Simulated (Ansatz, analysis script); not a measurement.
Records of electronic-structure calculations.

**Stoner picture of FeAs (Westerveldite)**

The structure is orthorhombic, space group Pnma (No. 62). Conventional cell: a = 5.439 Å, b = 3.373 Å, c = 6.028 Å, α = 90.00°, β = 90.00°, γ = 90.00°. Nearest to Fe lie 6 As at 2.34 to 2.57 Å. Nearest to As lie 6 Fe at 2.34 to 2.57 Å. Farther neighbours are not listed.

```xyz
8
Lattice="5.4390 0.0000 0.0000 0.0000 3.3730 0.0000 0.0000 0.0000 6.0280" Properties=species:S:1:pos:R:3 pbc="T T T"
Fe    5.3846    2.5297    1.1453
Fe    0.0544    0.8433    4.8827
Fe    2.7739    0.8433    4.1593
Fe    2.6651    2.5297    1.8687
As    4.3512    2.5297    3.4962
As    1.0878    0.8433    2.5318
As    3.8073    0.8433    0.4822
As    1.6317    2.5297    5.5458
```

| Quantity | Value |
| --- | --- |
| method | PBEsol, PAW set soft_1 (files made for PBE); collinear runs at fixed total moment and in a field on the spins (and 4 further levels or steps) |
| program | Ansatz 0.2.0 and analysis script 1 |
| settings of one run | cutoff 420 eV, 7×11×7 k-mesh, Fermi-Dirac occupations, smearing width 0.05 eV |
| notes | The database entry behind the starting cell differs from later determinations by our own check (old inner coordinates). In doubt: warnings of the run leave room for a lower electronic state (Ansatz, analysis script), so energies may not be the lowest and differences between runs may mislead. In doubt: the program’s search for lower states was switched off, so a lower magnetic state than those reached may exist. |
| state of the free run | ferromagnetic |
| net moment of the free run | 2.70 μB |
| energy of the free run from the state without spin | -154 meV a cell |
| lowest of the fixed moments tried | M = 2.667 μB, -154 meV |
| dM/dB between 0 and 300 T | 1.10 μB a cell per 1000 T |

At this level the system is magnetic: the free run keeps 0.722 μB on the largest site. No other order was typed. Semilocal functionals tend to overstate moments this weak, since they lack spin fluctuations. Among the fixed moments, E(M) falls 154 meV below the state without spin and is lowest near 2.667 μB on this grid.

[Logs and program files are shortened in this print: banners, set-up blocks, solver, clock and traceback lines can be left out without a mark of their own.]

[Logs are printed without paths, hosts, clocks, repeated set-up lines and the standing remarks that a program may print on its own settings, such as how far it seeks lower states.]

[Hosts, paths, dates, database ids (printed as entryN), source tags and the programs' standing remarks are cut or masked in the printed files.]
